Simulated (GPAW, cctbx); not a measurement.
## GaBiPd2: what bonding does to one electron reflection, worked out

GaBiPd2, P6_3/mmc (no. 194), a = 4.8420 Å, b = 4.8420 Å, c = 7.7628 Å, α = 90.00°, β = 90.00°, γ = 120.00°.

```csv
atom,mult.,x,y,z
Bi1,2,0,0,1/2
Pd1,4,1/3,2/3,0.9250
Ga1,2,2/3,1/3,3/4
```

The cell comes from substitution in a known structure type and wasn't matched to any measured phase.

A DFT run (GPAW, PBE, 450 eV, 6×6×3 k-points (along the axes of the calculation cell), Fermi–Dirac width 0.1 eV) gives the static X-ray structure factor of 103 as 162.201 e for the conventional cell; superposed free atoms give 163.195 e. **Problem.** Find the Fourier component V of the crystal potential and the two-beam extinction distance at 120 kV in both cases.

## Step 1: Geometry

The cell volume is Ω = 157.61 Å³ and d(103) = 2.2021 Å, so g = 1/d = 0.4541 Å⁻¹.

## Step 2: The nuclei

Electrons feel nuclei as well as electrons, so the nuclear charges are summed with the same phases.

Phase sums Σ exp(2πi h·x), turned so that the total is real and positive: Bi 0.000, Pd +3.422, Ga +1.732. Then F_Z = 83 × (0.000) + 46 × (+3.422) + 31 × (+1.732) = 211.09 e. The electron term has the same sign for this reflection.

## Step 3: Mott–Bethe

Poisson's equation, term by term, gives V = (e/4πε₀)(F_Z − F)/(πΩg²), with e/4πε₀ = 14.3996 V Å.

The prefactor is 14.3996 × 2.2021²/(π × 157.61) = 0.14102 V per electron. Free atoms: (211.09 − 163.195) × 0.14102 = 6.754 V. Crystal: (211.09 − 162.201) × 0.14102 = 6.894 V. F changes by -0.61 % and V by +2.1 %: the same 0.99 e is measured against F_Z − F = 47.9 e in place of F = 163.2 e.

## Step 4: Extinction distance

In the two-beam case ξ = 1/(λU) with U = 2γm₀eV/h², that is ξ = 150.41 V Å²/(γλV).

At 120 kV, λ = 0.03349 Å and γ = 1.2348. Free atoms: ξ = 539 Å. Crystal: ξ = 528 Å. The thickness fringes go as sin²(πt/ξ), so the two patterns slip by a quarter of a period when t|1/ξ₁ − 1/ξ₀| = 1/4, at t ≈ 649 nm. Thermal motion, absorption and many-beam coupling, left out here, change a real pattern.

## Step 5: Answer

V(103) is 6.89 V against 6.75 V, and ξ is 528 against 539 Å. Limits: static atoms, two beams.

[Outputs are excerpts: Python notices, other lines and further rows are left out; steps that failed or that the build refused (PBEsol, TPSS) are not shown.]

[Logs are printed without paths, hosts, clocks, repeated set-up lines and the standing remarks that a program may print on its own settings, such as how far it seeks lower states.]
